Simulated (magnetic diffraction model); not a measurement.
# TmAs12Ir4: the ordered moment from one line

Space group Im-3 (no. 204), a = 8.2060 Å.

```csv
site,atom,x,y,z
8c,Ir,1/4,1/4,3/4
2a,Tm,0,0,0
24g,As,1/2,0.8478,0.3496
```

This is a made-up structure (elements placed in a structure type, unrelaxed), so the numbers test the method and describe no known phase.

Only Tm is taken to order (form factors of Tm3+); orders and moment sizes are assumed, and not adapted to the symmetry. Radiation: neutrons of λ = 4.2 Å (absorption by Ir left out), 5° to 100°; isotropic B of 0.46 Å² (Ir), 0.48 Å² (Tm) and 0.78 Å² (As). Simulated constant-wavelength pattern: nuclear and magnetic terms add, the magnetic one as |2.695 fm × Σ f S⊥ exp(2πi Q·r) exp(−B s²)|², summed over all Q at one angle with the factor 1/(sin²θ cos θ). For collinear order S is the moment m, which repeats by lattice and centring translations R with the sign exp(−2πi k·R). Free-ion form factors, Sears's scattering lengths of 1992, no absorption; a label names one of the reflections at its angle. The strongest nuclear line in the range is 100, and lines under 0.2 are left out.

In a first state the assumed order is k = (0 0 1), collinear moments along [010], 5.1 μB on Tm, with this pattern:

```
2θ (°)    index  nuclear  magnetic
 29.66  (1 0 0)      0.0      28.8
 42.44  (1 1 0)      0.6       0.0
 52.62  (1 1 1)      0.0      13.0
 61.57  (2 0 0)     44.7       0.0
 69.81  (2 1 0)      0.0      24.2
 77.64  (2 1 1)      0.9       0.0
 92.74  (2 2 0)    100.0       0.0
```

**Question.** Nearer the ordering temperature the line at 29.66° has total intensity 14.1 on the same scale, and all moments have shrunk alike. How large is the Tm moment?

The nuclear part, 0.0, stays, so the magnetic part is 14.1 against 28.8. It goes as m², so m = 5.1 × √(14.1/28.8) = 3.57 μB; the value used was 3.57 μB.

[Logs are printed without paths, hosts, clocks, repeated set-up lines and the standing remarks that a program may print on its own settings, such as how far it seeks lower states.]
